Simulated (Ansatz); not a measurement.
# BaMg2AsP (built on the sites of a database entry of BaMg2P2): phonons and vibrational spectra, part 2 of 3

Aim: the vibrations of BaMg2AsP (built on the sites of a database entry of BaMg2P2), their spectra, and whether the structure is stable.

Ansatz 0.2.0; DFT PBEsol, scalar-relativistic, plane waves, PAW.

So far. Step 3 (Relaxing to small forces for the phonons): The largest force component left is 0.34 meV/Å and the pressure is -0.001 GPa, within the tolerances set. The cell now holds 25.44 Å³/atom. The relaxed cell has a = 4.403, c = 7.576 Å (conventional setting).

The structure was built from a prototype and need not be the compound's stable phase.

## 4. Modes at Γ

The zone centre comes first: it holds the modes that light can see, as far as symmetry allows. The response to a homogeneous field gives the Born charges and the dielectric tensor.

The input, input.yaml:

```yaml
crystal:
  lattice:
    - [4.4029916831, -2.8862e-06, 0.0]
    - [-2.201493342, 3.8131040933, 0.0]
    - [0.0, 0.0, 7.5757839801]
  atoms:
    - { symbol: Ba, position: [0.0, 0.0, 0.0045039313] }
    - { symbol: Mg, position: [0.6666666667, 0.3333333333, 0.3723359928] }
    - { symbol: Mg, position: [0.3333333333, 0.6666666667, 0.620056038] }
    - { symbol: As, position: [0.6666666667, 0.3333333333, 0.7298987038] }
    - { symbol: P, position: [0.3333333333, 0.6666666667, 0.2732053341] }
kpoints:
  mp_grid: { grid: [6, 6, 4] }
hamiltonian:
  xc: pbesol
scf:
  occupations: { method: fixed }
output:
  eigenvalues: true
phonons:
  method: dfpt
  dielectric: true
  rigid_motions: translations
```

Run with:

```console
ansatz run input.yaml --threads 8 --pin off --max-ram 14336MiB --backend cpu --events-out ev --progress --plain --runs-dir out
```

Numbers of over 12 decimals in the logs are rounded to 6 here.

What it wrote:

```text
[...]
Crystal: 5 atoms, lattice volume = 127.190 Å³
Basis set: ecut = 420 eV, 2527 PW (Γ), exchange–correlation on 60×60×108 points (8 copies of the dense FFT grid, shifted against one another)
Bands: 30, of which v1, the nominal top of the filled ones, is band 25 counted from 1 (24 counted from 0)
Symmetry: 6 space group operations
k-points: 47 of 144 (irreducible under 2 space group operations, time reversal used)
[...]
SCF iter   1: F=—  HF=-15244.548131 eV  |F-HF|=—  |Δ(HF+E_count)|=         —  Δρ=3.38e-3  dr2=3.45e-2  ethr=1.77e-3  ⟨swp⟩=5.4  Hψ=5475  notcnv=0  defer=134
[...]
SCF iter  10: F=-15244.536798 eV  HF=-15244.536798 eV  |F-HF|=0.00e0  |Δ(HF+E_count)|=  1.00e-10  Δρ=9.12e-8  dr2=1.13e-11  ethr=1.00e-12  ⟨swp⟩=16.4  Hψ=12238  notcnv=0
SCF 1 converged in 10 iterations: F = -15244.536798 eV  dr2 = 1.13e-11
[...]
DFPT response loops at Γ: preconditioner auto → Resta (q_TF=auto, 2.335 Å⁻¹)  ε∞=7.6 (no band partly filled); β = 1.00, the filter's whole step (`scf.mixing.beta` (0.50) is not read by the response loops at its default; to damp them type it under 1.00, their step now; it binds the ground state too); Broyden in place of MSR1
── the response to a field inside a basis, on 10×10×6 k-points: an SCF that follows is theirs, and a resumed run solves both again ──
Bands: 26, of which v1, the nominal top of the filled ones, is band 25 counted from 1 (24 counted from 0)
k-points: 165 of 600 (irreducible under 2 space group operations, time reversal used)
[...]
Eigensolver: Dense (165 Hₖ)
SCF iter   1: F=—  HF=-15244.526164 eV  |F-HF|=—  |Δ(HF+E_count)|=         —  Δρ=1.39e-4  dr2=3.85e-5  ethr=1.00e-1
[...]
SCF iter   5: F=-15244.526160 eV  HF=-15244.526160 eV  |F-HF|=4.35e-9  |Δ(HF+E_count)|=   2.85e-8  Δρ=2.48e-6  dr2=1.23e-8  ethr=2.13e-10
SCF 1 converged in 5 iterations: F = -15244.526160 eV  dr2 = 1.23e-8
[...]
WARN: field response: ε∞ stands inside a basis, on 10×10×6 points; the force constants stand on the 6×6×4 k-mesh, whose period is 9.78 times the interband length at k = (0.0000, 0.0000, 0.0000), direct gap 1.705 eV, under 14: take them and everything formed from them as unconverged, and compare with a denser kpoints.mp_grid
SCF converged after 10 iterations
Free energy (F): -15244.536798 eV
[...]
Internal energy: -15244.536798 eV  (E = F + TS)
E sigma→0 (E₀):  -15244.536798 eV
Fermi energy:    6.813378 eV
[...]
--- Band table (eV; the first three rows and the last of 47) ---
  k-point 0: bands = [... 21 lower, 5.8868, 6.7566, 6.8134, 6.8134, 8.5179, 9.1864, 9.4054, 10.1651, ... 1 higher]
  k-point 1: bands = [... 21 lower, 5.9707, 5.9707, 6.6559, 6.6559, 8.9819, 9.3898, 9.7784, 10.0204, ... 1 higher]
  k-point 2: bands = [... 21 lower, 6.1106, 6.1106, 6.4487, 6.4487, 8.9053, 9.7443, 9.9076, 9.9076, ... 1 higher]
  k-point 46: bands = [... 21 lower, 4.9585, 5.1754, 5.6899, 5.9447, 8.7898, 9.9441, 10.6151, 10.9295, ... 1 higher]
--- Phonons (Γ-DFPT): 10 representative perturbations + reference, on 47 of 144 k-points (Σ response iterations 30) ---
  k mesh reduced under 2 symmetry operations, with k and −k counted as one. Each operation leaves every solved perturbation unchanged. A smaller set is not considered because the run solves the response to a homogeneous field
  ASR residual: 1.079e-4 → 0.000e0 eV/Å²; symmetrization residual: 1.589e-4 eV/Å²
  ASR residual per site (eV/Å²): 9.65e-6 1.08e-4 3.67e-5 3.13e-5 3.49e-5
  Γ frequencies (cm⁻¹): 0.00 0.00 0.00 93.97 93.97 128.14 128.14 128.87 212.96 251.89 253.84 253.84 276.87 276.87 291.62
  ε∞ (high-frequency dielectric tensor):
        8.966690    -0.000000     0.000000
       -0.000000     8.966690    -0.000000
        0.000000    -0.000000     9.144958
  ε⁰ (static dielectric tensor: ions relaxed, cell fixed):
       15.486559    -0.000000     0.000000
       -0.000000    15.486559    -0.000000
        0.000000    -0.000000    17.987256
  ε⁰ − ε∞ (ionic part):
        6.519869    -0.000000     0.000000
       -0.000000     6.519869    -0.000000
        0.000000    -0.000000     8.842298
  softest optical mode at Γ: 93.97 cm⁻¹; the repairs (sum rule, projections) moved no ω² at Γ by more than (5.28 cm⁻¹)²
  Born effective charges Z* (e; rows j = field, columns β = displacement):
    site 0:
         2.48665   -0.00000    0.00000
        -0.00000    2.48665   -0.00000
         0.00000   -0.00000    3.20541
    site 1:
         1.79149   -0.00000    0.00000
        -0.00000    1.79149   -0.00000
         0.00000   -0.00000    1.74619
    site 2:
         1.75941   -0.00000    0.00000
        -0.00000    1.75941   -0.00000
         0.00000   -0.00000    1.61375
    site 3:
        -2.96643    0.00000   -0.00000
         0.00000   -2.96643    0.00000
        -0.00000    0.00000   -3.17053
    site 4:
        -3.07111    0.00000   -0.00000
         0.00000   -3.07111    0.00000
        -0.00000    0.00000   -3.39482
  Z* charge neutrality: 6.220e-3 e pre-enforcement
  solved inside a basis spanned on kpoints, on 10×10×6 k-points, its susceptibility summed on 14×14×8: ε∞ is read to err by 3.5e-2, Z* by 2.6e-2 e (field_mesh: kpoints solves on kpoints); Z* is corrected for what the basis lacks
  optical modes at Γ without the LO–TO term, one row a degenerate level:
      ω (cm⁻¹)  modes    IR ((D/Å)²/amu)
         93.97      2             2.7712
        128.14      2             0.2701
        128.87      1             6.2686
        212.96      1             0.1856
        251.89      1             0.2232
        253.84      2            20.1028
        276.87      2            10.3728
        291.62      1            12.0946
  optical modes at Γ + LO–TO along q̂ = [1.0000, 0.0000, 0.0000]:
      ω (cm⁻¹)  modes    IR ((D/Å)²/amu)
         93.97      1             1.3856
        102.54      1             0.5757
        128.14      1             0.1351
        128.87      1             6.2686
        128.94      1             0.0896
        212.96      1             0.1856
        251.89      1             0.2232
        253.84      1            10.0514
[...]
optical modes at Γ + LO–TO along q̂ = [0.0000, 1.0000, 0.0000]:
      ω (cm⁻¹)  modes    IR ((D/Å)²/amu)
[...]
266.95      1             0.7254
        276.87      1             5.1864
        291.62      1            12.0946
        315.08      1            15.3678
  optical modes at Γ + LO–TO along q̂ = [0.0000, 0.0000, 1.0000]:
      ω (cm⁻¹)  modes    IR ((D/Å)²/amu)
         93.97      2             2.7712
        128.14      2             0.2701
        157.62      1             3.0872
        213.63      1             0.1302
        252.34      1             0.0703
        253.84      2            20.1028
        276.87      2            10.3728
        332.73      1            15.4843
```

Elapsed: 41 s, on 8 threads of Intel Xeon Platinum 8559C (Emerald Rapids), shared host; peak memory 1.9 GiB.

Numbers from this step:

- sum-rule residual before enforcement: 1.08e-4 eV/Å²
- miss of the charge sum rule: 0.006220 e
- estimated error of the dielectric tensor: 0.03537
- estimated error of the Born charges: 0.02571 e
- point group: 3m
- highest optical mode at the zone centre (no LO-TO term): 291.6 cm⁻¹
- lowest optical zone-centre mode: 93.97 cm⁻¹
- mean high-frequency dielectric constant: 9.026
- largest Born charge (third of the trace): -3.179 e
- mean static dielectric constant: 16.32
- top of the zone-centre spectrum with the field: 332.7 cm⁻¹

Without the LO-TO term. Patterns of degenerate modes are one choice out of their space. The modes at Γ (shares of kinetic energy by element, %):

| mode | frequency (cm⁻¹) | symmetry | Ba % | Mg % | As % | P % |
| --- | --- | --- | --- | --- | --- | --- |
| 1 | 0.0 | acoustic | 47 | 17 | 26 | 11 |
| 2 | 0.0 | acoustic | 47 | 17 | 26 | 11 |
| 3 | 0.0 | acoustic | 47 | 17 | 26 | 11 |
| 4 | 94.0 | E | 49 | 13 | 36 | 1 |
| 5 | 94.0 | E | 49 | 13 | 36 | 1 |
| 6 | 128.1 | E | 3 | 34 | 19 | 43 |
| 7 | 128.1 | E | 3 | 34 | 19 | 43 |
| 8 | 128.9 | A1 | 48 | 2 | 44 | 7 |
| 9 | 213.0 | A1 | 3 | 20 | 29 | 49 |
| 10 | 251.9 | A1 | 0 | 98 | 1 | 0 |
| 11 | 253.8 | E | 0 | 74 | 18 | 8 |
| 12 | 253.8 | E | 0 | 74 | 18 | 8 |
| 13 | 276.9 | E | 0 | 62 | 1 | 37 |
| 14 | 276.9 | E | 0 | 62 | 1 | 37 |
| 15 | 291.6 | A1 | 2 | 64 | 1 | 34 |

Displacements in mode 4 (94.0 cm⁻¹), the largest set to 1:
```
Ba1  0.87  0.08  0.00
Mg2 -0.45 -0.04  0.00
Mg3 -0.97 -0.09  0.00
As4 -1.00 -0.10  0.00
P5  -0.30 -0.03  0.00
```

Displacements in mode 10 (251.9 cm⁻¹), the largest set to 1:
```
Ba1  0.00  0.00 -0.03
Mg2  0.00  0.00  1.00
Mg3  0.00  0.00 -0.67
As4  0.00  0.00 -0.08
P5   0.00  0.00  0.07
```

Optical modes at the zone centre, without and with the macroscopic field of the longitudinal modes; each column is sorted by frequency, so a row need not hold one and the same mode. Modes with and without the field, by row:

```
rank among optical modes  no field (cm⁻¹)  q along (1, 0, 0) (cm⁻¹)  q along (0, 0, 1) (cm⁻¹)
                       1               94                        94                        94
                       2               94                     102.5                        94
                       3            128.1                     128.1                     128.1
                       4            128.1                     128.9                     128.1
                       5            128.9                     128.9                     157.6
                       6              213                       213                     213.6
                       7            251.9                     251.9                     252.3
                       8            253.8                     253.8                     253.8
                       9            253.8                     266.9                     253.8
                      10            276.9                     276.9                     276.9
                      11            276.9                     291.6                     276.9
                      12            291.6                     315.1                     332.7
```

Born charge (rows field, columns displacement) (e), principal values of the symmetric part by kind of site:

| atom | atoms with these values | low | middle | high | mean |
| --- | --- | --- | --- | --- | --- |
| Ba1 | 1 | 2.49 | 2.49 | 3.21 | 2.73 |
| Mg2 | 1 | 1.75 | 1.79 | 1.79 | 1.78 |
| Mg3 | 1 | 1.61 | 1.76 | 1.76 | 1.71 |
| As4 | 1 | -3.17 | -2.97 | -2.97 | -3.03 |
| P5 | 1 | -3.39 | -3.07 | -3.07 | -3.18 |

In full for P5:

```
-3.07  0.00  0.00
 0.00 -3.07  0.00
 0.00  0.00 -3.39
```

High-frequency dielectric tensor:

```
8.97 0.00 0.00
0.00 8.97 0.00
0.00 0.00 9.14
```

Static dielectric tensor (ions relaxed, fixed cell):

```
15.49  0.00  0.00
 0.00 15.49  0.00
 0.00  0.00 17.99
```

Transverse modes. Lines of the infrared spectrum (strongest = 100):

```csv
position (cm⁻¹),relative intensity
94,14
128,1.3
129,31
213,0.9
252,1.1
254,100
277,52
292,60
```

Before it was imposed, the acoustic sum rule was missed by 1.1e-4 eV/Å² and the charge sum rule by 0.0062 e. Small misses are needed for a sound result but don't prove that mesh and cutoff are converged. The lowest optical mode is real, 94.0 cm⁻¹.

The log warns of the k mesh: “the force constants stand on the 6×6×4 k-mesh, whose period is 9.78 times the interband length at k = (0.0000, 0.0000, 0.0000), direct gap 1.705 eV, under 14: take them and everything formed from them as unconverged”.

[end of part 2 of 3]

[Logs are printed without paths, hosts, clocks, repeated set-up lines and the standing remarks that a program may print on its own settings, such as how far it seeks lower states.]

[Hosts, paths, dates, database ids (printed as entryN), source tags and the programs' standing remarks are cut or masked in the printed files.]
